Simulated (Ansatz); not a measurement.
# H on Ti(0001): change of the work function

Wanted: Δφ(θ) for H/Ti(0001), starting from the fcc site.

Method: plane-wave DFT, PBE, Ansatz PAW, in Ansatz 0.2.0.

## (1) The starting structure

The cell holds 4 atoms: 4 Ti. Cell: a = 2.950 Å, b = 2.950 Å, c = 25.027 Å, α = 90.0°, β = 90.0°, γ = 60.0°. Vacuum lies along c.

## (2) The clean slab

The bare slab comes first, as the zero from which every change is counted. The two lowest layers are held at bulk places and the upper ones relax. The dipole correction removes the false field that a one-sided slab makes across the periodic vacuum, so each face gets a flat vacuum level of its own.

The input, input.yaml:

```yaml
crystal:
  lattice:
    - [2.95, 0.0, 0.0]
    - [1.475, 2.5547749412, 0.0]
    - [0.0, 0.0, 25.0269]
  atoms:
    - { symbol: Ti, position: [0.6666666667, 0.6666666667, 0.3596130564] }
    - { symbol: Ti, position: [0.0, 0.0, 0.4532043521] }
    - { symbol: Ti, position: [0.6666666667, 0.6666666667, 0.5467956479] }
    - { symbol: Ti, position: [0.0, 0.0, 0.6403869436] }
kpoints:
  mp_grid: { grid: [12, 12, 1] }
hamiltonian:
  xc: pbe
scf:
  occupations: { method: fermi_dirac, width: 0.1 }
  convergence: { dr2_threshold: 1.0e-08 }
efield:
  axis: 3
  dipole_correction: true
  ramp_position: 0.97
  ramp_width: 0.06
relax:
  f_tol: 0.02
  max_steps: 60
  constraints: [{ sites: [0, 1] }]
output:
  write_potential: true
  write_density: true
  volumetric_format: npy
```

Started as:

```
$ ansatz run input.yaml --threads 2 --pin off --max-ram 3072MiB --backend cpu --events-out ev --progress --plain --runs-dir out
```

Numbers of over 12 decimals in the logs are rounded to 6 here.

The log of the run:

```text
Engine: ansatz 0.2.0, aarch64-unknown-linux-gnu
Pseudopotentials: kind: paw
Pseudopotential: Ti, paw, valence charge 12, recommended cutoff 420 eV (normal), Ti.paw.azcp
Functional definition: PBE
  parameter kappa = 0.804
  parameter beta = 0.066725
  exchange = pbe_x(kappa = kappa, mu = beta*pi^2/3)
  correlation = pbe_c(beta = beta)
Crystal: 4 atoms, lattice volume = 188.617 Å³
Basis set: ecut = 420 eV, 3611 PW (Γ), exchange–correlation on 40×40×360 points (8 copies of the dense FFT grid, shifted against one another)
Bands: 29, of which v1, the nominal top of the filled ones, is band 24 counted from 1 (23 counted from 0)
Symmetry: 6 space group operations
k-points: 19 of 144 (time reversal used)
Non-local potential: Ti, projectors of the file, l = 0: 3, l = 1: 2, l = 2: 3, l = 3: 1
PAW form: soft (Blöchl's): semilocal exchange-correlation on the pseudo side does not see the compensation charge
PAW one-centre angular grid: Ti, 590 points (default); XC on 64 Gauss nodes
Initial density: superposition of atomic densities (neutral atoms: chi_scale 0, normalization atom), corrected by the library's trained network
Initial wavefunctions: pseudopotential atomic-orbital guess
Functional: x = pbe(κ = 0.804, μ = 0.219515), c = pbe(β = 0.066725)
SCF iter   1: F=—  HF=-9996.827743 eV  |F-HF|=—  |Δ(HF+E_count)|=         —  Δρ=6.22e-3  dr2=3.89e-1  ethr=1.77e-3  p=0.000 e·Å  D=5.72e-14 V/Å  ΔV_dip=-0.00 eV  dr2_dipole=9.47e-6  V_vac-E_F(+/−)=4.09/4.09 eV  ⟨swp⟩=7.0  Hψ=5629  notcnv=0
efield: sawtooth ramp at fractional position 0.9700 (set: `efield.ramp_position`, or a place that a band, a saddle search or an elastic batch's reference lends), width 0.0600; the density the first Hamiltonian is built on has a dipole p = 0.000 e·Å; the dipole correction subtracts the counter field D = 5.72e-14 V/Å, which shifts the + side's vacuum level by -0.00 eV against the − side's; the planar-averaged density in the ramp window peaks in size at 3.0e-5 e/Å³
automatic band count: the SCF goes on with 34 bands, as 29 were too few: the levels above may hold too much charge
preconditioner: auto → LDOS  [metal: Δε(μ)=0.033 eV  Ē_g=2.762 eV  σ=0.100 eV  W_gap=0.08  n_scr=16 (ndim 8)  ℏωp=10.8 eV  f_vac=0.550  D(μ)=8.41/eV (n_scr^D=88)  β→1.0]
SCF iter   2: F=—  HF=-9996.820566 eV  |F-HF|=—  |Δ(HF+E_count)|=   7.18e-3  Δρ=2.07e-3  dr2=1.66e-2  ethr=8.11e-4  p=-0.000 e·Å  D=-3.83e-5 V/Å  ΔV_dip=0.00 eV  dr2_dipole=2.48e-6  V_vac-E_F(+/−)=4.36/4.36 eV  ⟨swp⟩=1.9  Hψ=850  notcnv=0
SCF iter   3: F=—  HF=-9996.820324 eV  |F-HF|=—  |Δ(HF+E_count)|=   2.42e-4  Δρ=7.15e-4  dr2=2.59e-3  ethr=3.45e-5  p=-0.000 e·Å  D=-4.47e-5 V/Å  ΔV_dip=0.00 eV  dr2_dipole=9.89e-8  V_vac-E_F(+/−)=4.36/4.36 eV  ⟨swp⟩=2.1  Hψ=828  notcnv=0
SCF iter   4: F=—  HF=-9996.820197 eV  |F-HF|=—  |Δ(HF+E_count)|=   1.27e-4  Δρ=1.83e-4  dr2=7.43e-5  ethr=5.40e-6  p=-0.000 e·Å  D=-7.22e-6 V/Å  ΔV_dip=0.00 eV  dr2_dipole=6.11e-7  V_vac-E_F(+/−)=4.39/4.39 eV  ⟨swp⟩=2.0  Hψ=788  notcnv=0
SCF iter   5: F=—  HF=-9996.820290 eV  |F-HF|=—  |Δ(HF+E_count)|=   9.35e-5  Δρ=1.05e-4  dr2=4.27e-5  ethr=1.55e-7  p=-0.000 e·Å  D=-6.02e-6 V/Å  ΔV_dip=0.00 eV  dr2_dipole=2.12e-9  V_vac-E_F(+/−)=4.40/4.40 eV  ⟨swp⟩=3.4  Hψ=1270  notcnv=0
SCF iter   6: F=—  HF=-9996.820296 eV  |F-HF|=—  |Δ(HF+E_count)|=   6.05e-6  Δρ=3.45e-5  dr2=6.91e-6  ethr=8.90e-8  p=0.000 e·Å  D=5.34e-6 V/Å  ΔV_dip=-0.00 eV  dr2_dipole=2.20e-12  V_vac-E_F(+/−)=4.41/4.41 eV  ⟨swp⟩=2.2  Hψ=859  notcnv=0
SCF iter   7: F=—  HF=-9996.820326 eV  |F-HF|=—  |Δ(HF+E_count)|=   2.92e-5  Δρ=9.74e-6  dr2=2.33e-7  ethr=1.44e-8  p=0.000 e·Å  D=4.36e-6 V/Å  ΔV_dip=-0.00 eV  dr2_dipole=2.62e-10  V_vac-E_F(+/−)=4.41/4.41 eV  ⟨swp⟩=1.5  Hψ=662  notcnv=0
SCF iter   8: F=—  HF=-9996.820326 eV  |F-HF|=—  |Δ(HF+E_count)|=   3.10e-7  Δρ=4.97e-6  dr2=7.04e-8  ethr=4.84e-10  p=0.000 e·Å  D=3.41e-6 V/Å  ΔV_dip=-0.00 eV  dr2_dipole=9.53e-12  V_vac-E_F(+/−)=4.41/4.41 eV  ⟨swp⟩=3.1  Hψ=1275  notcnv=0
SCF iter   9: F=-9996.820326 eV  HF=-9996.820326 eV  |F-HF|=4.65e-9  |Δ(HF+E_count)|=   1.09e-8  Δρ=1.31e-6  dr2=3.16e-9  ethr=2.08e-11  p=0.000 e·Å  D=1.87e-6 V/Å  ΔV_dip=-0.00 eV  dr2_dipole=2.60e-11  V_vac-E_F(+/−)=4.41/4.41 eV  ⟨swp⟩=8.0  Hψ=4170  notcnv=0
SCF 1 converged in 9 iterations: F = -9996.820326 eV  dr2 = 3.16e-9
  greatest PAW one-centre occupation: 0.999 electrons in one spin orbital (limit 2), on the Ti atom at site 2 (counted from 0), in its partial waves of l = 0
relax step   1: F+E_penalty+E_count = -9996.82032589 eV  Δ(F+E_penalty+E_count) = +0.000e0 eV  max|allowed force component| = 6.136e-1 eV/Å  Δτ_max = 0.0000 Å  (9 SCF iters, accepted)
Bands: 34, of which v1, the nominal top of the filled ones, is band 24 counted from 1 (23 counted from 0)
Initial density: handed on by an earlier stage of this run
Initial wavefunctions: those handed on with the density
SCF iter   1: F=—  HF=-9997.020724 eV  |F-HF|=—  |Δ(HF+E_count)|=         —  Δρ=1.54e-2  dr2=3.23e0  ethr=3.10e-3  p=0.000 e·Å  D=6.91e-7 V/Å  ΔV_dip=-0.00 eV  dr2_dipole=2.03e-1  V_vac-E_F(+/−)=4.45/4.45 eV  ⟨swp⟩=4.8  Hψ=1854  notcnv=0
efield: sawtooth ramp at fractional position 0.9700 (set: `efield.ramp_position`, or a place that a band, a saddle search or an elastic batch's reference lends), width 0.0600; the density the first Hamiltonian is built on has a dipole p = 0.000 e·Å; the dipole correction subtracts the counter field D = 6.91e-7 V/Å, which shifts the + side's vacuum level by -0.00 eV against the − side's; the planar-averaged density in the ramp window peaks in size at 8.7e-6 e/Å³
preconditioner: auto → LDOS  [metal: Δε(μ)=0.006 eV  Ē_g=2.864 eV  σ=0.100 eV  W_gap=0.02  n_scr=16 (ndim 8)  ℏωp=10.8 eV  f_vac=0.560  D(μ)=7.32/eV (n_scr^D=62)  β→1.0]
SCF iter   2: F=—  HF=-9996.896706 eV  |F-HF|=—  |Δ(HF+E_count)|=   1.24e-1  Δρ=7.26e-3  dr2=5.18e-1  ethr=3.10e-3  p=0.018 e·Å  D=1.74e-2 V/Å  ΔV_dip=-0.44 eV  dr2_dipole=8.81e-2  V_vac-E_F(+/−)=4.00/4.43 eV  ⟨swp⟩=2.1  Hψ=1128  notcnv=0
SCF iter   3: F=—  HF=-9996.864922 eV  |F-HF|=—  |Δ(HF+E_count)|=   3.18e-2  Δρ=2.42e-3  dr2=6.44e-2  ethr=1.08e-3  p=0.007 e·Å  D=6.93e-3 V/Å  ΔV_dip=-0.17 eV  dr2_dipole=1.04e-2  V_vac-E_F(+/−)=4.26/4.43 eV  ⟨swp⟩=2.1  Hψ=988  notcnv=0
SCF iter   4: F=—  HF=-9996.859781 eV  |F-HF|=—  |Δ(HF+E_count)|=   5.14e-3  Δρ=9.85e-4  dr2=8.07e-3  ethr=1.34e-4  p=0.007 e·Å  D=6.69e-3 V/Å  ΔV_dip=-0.17 eV  dr2_dipole=2.47e-3  V_vac-E_F(+/−)=4.26/4.43 eV  ⟨swp⟩=2.1  Hψ=974  notcnv=0
SCF iter   5: F=—  HF=-9996.859575 eV  |F-HF|=—  |Δ(HF+E_count)|=   2.06e-4  Δρ=1.72e-4  dr2=9.56e-5  ethr=1.68e-5  p=0.006 e·Å  D=5.68e-3 V/Å  ΔV_dip=-0.14 eV  dr2_dipole=1.68e-5  V_vac-E_F(+/−)=4.29/4.43 eV  ⟨swp⟩=1.9  Hψ=759  notcnv=0
SCF iter   6: F=—  HF=-9996.859601 eV  |F-HF|=—  |Δ(HF+E_count)|=   2.58e-5  Δρ=9.00e-5  dr2=6.59e-5  ethr=1.99e-7  p=0.005 e·Å  D=5.13e-3 V/Å  ΔV_dip=-0.13 eV  dr2_dipole=5.10e-6  V_vac-E_F(+/−)=4.30/4.43 eV  ⟨swp⟩=2.3  Hψ=888  notcnv=0
SCF iter   7: F=—  HF=-9996.859611 eV  |F-HF|=—  |Δ(HF+E_count)|=   1.05e-5  Δρ=5.04e-5  dr2=8.15e-6  ethr=1.37e-7  p=0.005 e·Å  D=4.68e-3 V/Å  ΔV_dip=-0.12 eV  dr2_dipole=1.85e-6  V_vac-E_F(+/−)=4.31/4.43 eV  ⟨swp⟩=1.7  Hψ=678  notcnv=0
SCF iter   8: F=—  HF=-9996.859637 eV  |F-HF|=—  |Δ(HF+E_count)|=   2.62e-5  Δρ=1.65e-5  dr2=1.25e-6  ethr=1.70e-8  p=0.005 e·Å  D=4.37e-3 V/Å  ΔV_dip=-0.11 eV  dr2_dipole=3.60e-8  V_vac-E_F(+/−)=4.32/4.43 eV  ⟨swp⟩=2.5  Hψ=1023  notcnv=0
SCF iter   9: F=—  HF=-9996.859637 eV  |F-HF|=—  |Δ(HF+E_count)|=   1.30e-7  Δρ=6.35e-6  dr2=1.44e-7  ethr=2.60e-9  p=0.004 e·Å  D=4.27e-3 V/Å  ΔV_dip=-0.11 eV  dr2_dipole=6.42e-9  V_vac-E_F(+/−)=4.32/4.43 eV  ⟨swp⟩=2.1  Hψ=814  notcnv=0
SCF iter  10: F=—  HF=-9996.859637 eV  |F-HF|=—  |Δ(HF+E_count)|=   2.23e-8  Δρ=1.77e-6  dr2=1.73e-8  ethr=3.01e-10  p=0.004 e·Å  D=4.25e-3 V/Å  ΔV_dip=-0.11 eV  dr2_dipole=1.59e-9  V_vac-E_F(+/−)=4.32/4.43 eV  ⟨swp⟩=2.6  Hψ=940  notcnv=0
SCF iter  11: F=-9996.859637 eV  HF=-9996.859637 eV  |F-HF|=7.84e-10  |Δ(HF+E_count)|=   7.34e-9  Δρ=6.04e-7  dr2=2.42e-9  ethr=2.08e-11  p=0.004 e·Å  D=4.24e-3 V/Å  ΔV_dip=-0.11 eV  dr2_dipole=4.88e-10  V_vac-E_F(+/−)=4.32/4.43 eV  ⟨swp⟩=9.3  Hψ=3723  notcnv=0
SCF 2 converged in 11 iterations: F = -9996.859637 eV  dr2 = 2.42e-9
  greatest PAW one-centre occupation: 0.999 electrons in one spin orbital (limit 2), on the Ti atom at site 1 (counted from 0), in its partial waves of l = 0
relax step   2: F+E_penalty+E_count = -9996.85963750 eV  Δ(F+E_penalty+E_count) = -3.931e-2 eV  max|allowed force component| = 4.318e-1 eV/Å  Δτ_max = 0.1956 Å  (11 SCF iters, accepted)
iter 1 solved again at ethr=1.59e-3 eV; its pass at ethr=3.10e-3 eV (dr2=7.66e-1 eV) is discarded
SCF iter   1: F=—  HF=-9996.908492 eV  |F-HF|=—  |Δ(HF+E_count)|=         —  Δρ=7.69e-3  dr2=8.62e-1  ethr=1.59e-3  p=0.004 e·Å  D=4.24e-3 V/Å  ΔV_dip=-0.11 eV  dr2_dipole=4.10e-2  V_vac-E_F(+/−)=4.31/4.42 eV  ⟨swp⟩=1.0  Hψ=2302  notcnv=0
efield: sawtooth ramp at fractional position 0.9700 (set: `efield.ramp_position`, or a place that a band, a saddle search or an elastic batch's reference lends), width 0.0600; the density the first Hamiltonian is built on has a dipole p = 0.004 e·Å; the dipole correction subtracts the counter field D = 4.24e-3 V/Å, which shifts the + side's vacuum level by -0.11 eV against the − side's; the planar-averaged density in the ramp window peaks in size at 7.3e-6 e/Å³
preconditioner: auto → LDOS  [metal: Δε(μ)=0.012 eV  Ē_g=2.791 eV  σ=0.100 eV  W_gap=0.03  n_scr=16 (ndim 8)  ℏωp=10.8 eV  f_vac=0.555  D(μ)=7.84/eV (n_scr^D=74)  β→1.0]
SCF iter   2: F=—  HF=-9996.881422 eV  |F-HF|=—  |Δ(HF+E_count)|=   2.71e-2  Δρ=3.90e-3  dr2=1.36e-1  ethr=1.59e-3  p=-0.001 e·Å  D=-1.03e-3 V/Å  ΔV_dip=0.03 eV  dr2_dipole=2.98e-5  V_vac-E_F(+/−)=4.46/4.44 eV  ⟨swp⟩=2.1  Hψ=803  notcnv=0
SCF iter   3: F=—  HF=-9996.876839 eV  |F-HF|=—  |Δ(HF+E_count)|=   4.58e-3  Δρ=1.02e-3  dr2=7.96e-3  ethr=2.84e-4  p=0.001 e·Å  D=1.33e-3 V/Å  ΔV_dip=-0.03 eV  dr2_dipole=4.47e-4  V_vac-E_F(+/−)=4.39/4.43 eV  ⟨swp⟩=2.0  Hψ=893  notcnv=0
SCF iter   4: F=—  HF=-9996.876299 eV  |F-HF|=—  |Δ(HF+E_count)|=   5.40e-4  Δρ=2.15e-4  dr2=1.88e-4  ethr=1.66e-5  p=0.001 e·Å  D=1.32e-3 V/Å  ΔV_dip=-0.03 eV  dr2_dipole=4.33e-5  V_vac-E_F(+/−)=4.39/4.43 eV  ⟨swp⟩=2.0  Hψ=779  notcnv=0
SCF iter   5: F=—  HF=-9996.876315 eV  |F-HF|=—  |Δ(HF+E_count)|=   1.63e-5  Δρ=8.59e-5  dr2=4.19e-5  ethr=3.92e-7  p=0.002 e·Å  D=1.54e-3 V/Å  ΔV_dip=-0.04 eV  dr2_dipole=6.01e-6  V_vac-E_F(+/−)=4.39/4.42 eV  ⟨swp⟩=2.3  Hψ=962  notcnv=0
SCF iter   6: F=—  HF=-9996.876356 eV  |F-HF|=—  |Δ(HF+E_count)|=   4.07e-5  Δρ=3.19e-5  dr2=6.27e-6  ethr=8.73e-8  p=0.002 e·Å  D=1.75e-3 V/Å  ΔV_dip=-0.04 eV  dr2_dipole=2.45e-7  V_vac-E_F(+/−)=4.38/4.42 eV  ⟨swp⟩=2.0  Hψ=789  notcnv=0
SCF iter   7: F=—  HF=-9996.876383 eV  |F-HF|=—  |Δ(HF+E_count)|=   2.76e-5  Δρ=1.32e-5  dr2=9.85e-7  ethr=1.31e-8  p=0.002 e·Å  D=1.88e-3 V/Å  ΔV_dip=-0.05 eV  dr2_dipole=1.34e-7  V_vac-E_F(+/−)=4.38/4.42 eV  ⟨swp⟩=2.1  Hψ=797  notcnv=0
SCF iter   8: F=—  HF=-9996.876384 eV  |F-HF|=—  |Δ(HF+E_count)|=   1.86e-7  Δρ=5.15e-6  dr2=2.28e-7  ethr=2.05e-9  p=0.002 e·Å  D=1.96e-3 V/Å  ΔV_dip=-0.05 eV  dr2_dipole=1.82e-8  V_vac-E_F(+/−)=4.37/4.42 eV  ⟨swp⟩=2.0  Hψ=828  notcnv=0
SCF iter   9: F=-9996.876384 eV  HF=-9996.876384 eV  |F-HF|=6.03e-9  |Δ(HF+E_count)|=   1.34e-8  Δρ=1.62e-6  dr2=7.64e-9  ethr=2.08e-11  p=0.002 e·Å  D=1.99e-3 V/Å  ΔV_dip=-0.05 eV  dr2_dipole=3.61e-10  V_vac-E_F(+/−)=4.37/4.42 eV  ⟨swp⟩=8.6  Hψ=4602  notcnv=0
SCF 3 converged in 9 iterations: F = -9996.876384 eV  dr2 = 7.64e-9
relax step   3: F+E_penalty+E_count = -9996.87638356 eV  Δ(F+E_penalty+E_count) = -1.675e-2 eV  max|allowed force component| = 1.190e-2 eV/Å  Δτ_max = 0.0899 Å  (9 SCF iters, accepted)
NSCF: frozen V_eff on 19 k-points
the band table was solved once a step of the walk had ended and its energy, with any forces and stress, was formed, with the checks that follow a solve (2895 applications of the Hamiltonian). They found nothing against the state; the energy, forces and stress were not computed again (output.eigenvalues in the input reference)
WARN: The input density's exchange-correlation potential varies sharply where the density is thin. Do not read a vacuum level from v_tot or v_xc, or from such a field of the output density. On a cell that repeats whose density bears no net charge and no dipole along the vacuum's axis use v_es (v_loc + v_h of the components); under efield.dipole_correction with no amplitude use v_es + v_field, which holds any external [...]
SCF converged after 9 iterations
Free energy (F): -9996.876384 eV
Harris-Foulkes:  -9996.876384 eV  (|F-HF|=6.03e-9)
Internal energy: -9996.623465 eV  (E = F + TS)
E sigma→0 (E₀):  -9996.749924 eV
Entropy (-TS):   -0.252919 eV (-63.230 meV/atom)
Fermi energy:    2.290332 eV
Dipole field:    D = 0.002017 V/Å  (p = 0.002103 e·Å, saw-weighted, corrected)
Work function:   Φ+ = 4.3729 eV   Φ− = 4.4234 eV
Levels:          The Fermi level and band energies are counted from a zero that moves with the ramp; work functions are not
--- Per-component energies (eV) ---
  E_band       = -1160.708068
  E_kinetic    = 1085.706679
  E_local      = -50168.130877  (includes V_loc(G=0)·N_el)
  E_nonlocal   = 34.277154
  E_hartree    = 24527.751138
  E_xc         = -386.964371
  E_vxc        = -483.802244  (∫ρ·V_xc dr)
  E_paw        = -4190.770095  (= ΣΔE_a)
  E_vpaw       = -684.249598  (= ΣTr[D̂ρ^β])
  E_aug_tail   = 0.000492  (compensation charges beyond the density's cutoff)
  E_efield     = 0.000002  (sawtooth field / dipole correction)
  E_vefield    = 0.000915  (∫n·V_field dr)
  E_ewald      = 19101.506413
  E_smearing   = -0.252919  (= −TS)
  E_closure    = -0.000000  (closes the sum)
  Σ components = -9996.876384   (vs F -9996.876384, Δ=0.00e0)
--- Forces (eV/Å), atoms counted from 1 ---
  atom   1  Ti    -0.00000000     0.00000000     0.60717111
  atom   2  Ti     0.00000000    -0.00000000    -0.58698482
  atom   3  Ti     0.00000000     0.00000000    -0.00824489
  atom   4  Ti     0.00000000    -0.00000000    -0.01190267
  max |Σ_I F_I| component: 3.87e-5 eV/Å
--- Band table (eV; the first three rows and the last of 19) ---
  k-point 0: bands = [... 20 lower, 2.0512, 2.2819, 2.7160, 2.7943, 2.9364, 2.9364, 3.0094, 3.0094, ... 6 higher]
  k-point 1: bands = [... 20 lower, 1.9894, 2.2496, 2.5399, 2.6448, 2.8456, 2.9373, 3.0405, 3.0898, ... 6 higher]
  k-point 2: bands = [... 20 lower, 1.7486, 2.0197, 2.1514, 2.4575, 2.5617, 2.7274, 3.0024, 3.2370, ... 6 higher]
  k-point 18: bands = [... 20 lower, 1.1279, 1.5089, 1.5929, 2.2386, 2.2466, 2.3803, 2.4174, 2.5706, ... 6 higher]
--- Relaxed structure (3 steps of the walk, 3 accepted, 0 SCFs on fresh bases) ---
  F+E_penalty+E_count = -9996.87638356 eV   max|allowed force component| = 1.190e-2 eV/Å
  atoms:
    - { symbol: Ti, position: [0.666667, 0.666667, 0.3596130564] }
    - { symbol: Ti, position: [0.0, 0.0, 0.4532043521] }
    - { symbol: Ti, position: [0.666667, 0.666667, 0.549513] }
    - { symbol: Ti, position: [0, 0, 0.636167] }
```

Wall time 20 s (2 threads of Arm Neoverse V1, shared host); peak memory 0.43 GiB; 39 s of CPU time.

Step by step:

```tsv
step	energy less that of the first step (eV)	largest force component (eV/Å)
1	0.0000	0.6136
2	-0.0393	0.4318
3	-0.0561	0.0119
```

The run keeps the 6 symmetry operations that it works with, so distortions that break them were not tested.

The atoms that moved most (Å):

```tsv
atom	dx	dy	dz	length
Ti4	0.000	0.000	-0.106	0.106
Ti3	0.000	0.000	0.068	0.068
```

The relaxed structure:

```cif
data_structure
_symmetry_space_group_name_H-M 'P 1'
_symmetry_Int_Tables_number 1
_cell_length_a 2.9500
_cell_length_b 2.9500
_cell_length_c 25.0269
_cell_angle_alpha 90.000
_cell_angle_beta 90.000
_cell_angle_gamma 60.000
_cell_volume 188.62
loop_
_atom_site_label
_atom_site_type_symbol
_atom_site_fract_x
_atom_site_fract_y
_atom_site_fract_z
_atom_site_occupancy
Ti1 Ti 0.66667 0.66667 0.35961 1
Ti2 Ti 0.00000 0.00000 0.45320 1
Ti3 Ti 0.66667 0.66667 0.54951 1
Ti4 Ti 0.00000 0.00000 0.63617 1
```

Numbers from this step:

```
energy at zero smearing        : -9996.7499 eV
work function, upper face      : 4.373 eV
work function, lower face      : 4.423 eV
dipole along the normal        : 0.002103 e·Å
step between the vacuum levels : -0.05049 eV
```

Running mean over 2.342 Å of the planar mean; the ramp of the sawtooth is left out. The electron's electrostatic potential energy less the Fermi level by z:

```tsv
z (Å)	electron's electrostatic potential energy less the Fermi level (eV)
3.5	4.42
4.0	4.42
4.5	4.42
5.0	4.40
5.5	4.36
6.0	4.24
6.5	3.89
7.0	2.89
7.5	0.393
8.0	-3.13
8.5	-5.88
9.0	-6.74
9.5	-6.71
10.0	-6.59
10.5	-6.56
11.0	-6.58
11.5	-6.56
12.0	-6.38
12.5	-6.24
13.0	-6.32
13.5	-6.57
14.0	-6.94
14.5	-7.53
15.0	-7.68
15.5	-7.32
16.0	-6.81
16.5	-5.57
17.0	-2.61
17.5	0.849
18.0	3.07
18.5	3.92
19.0	4.22
19.5	4.32
20.0	4.36
20.5	4.37
21.0	4.37
21.5	4.37
```

The relaxation took 3 steps and lowered the energy by 0.056 eV; the largest force on the free atoms ends at 0.012 eV/Å.

The work function of the upper face is 4.37 eV.

(Part 1 of 3 ends here.)

[Logs are printed without paths, hosts, clocks, repeated set-up lines and the standing remarks that a program may print on its own settings, such as how far it seeks lower states.]

[Hosts, paths, dates, database ids (printed as entryN), source tags and the programs' standing remarks are cut or masked in the printed files.]

[Maps of the electrostatic potential energy from Ansatz leave out the sawtooth potential of an applied field or a dipole correction, so their vacuum need not be flat; planar profiles and work functions include it.]
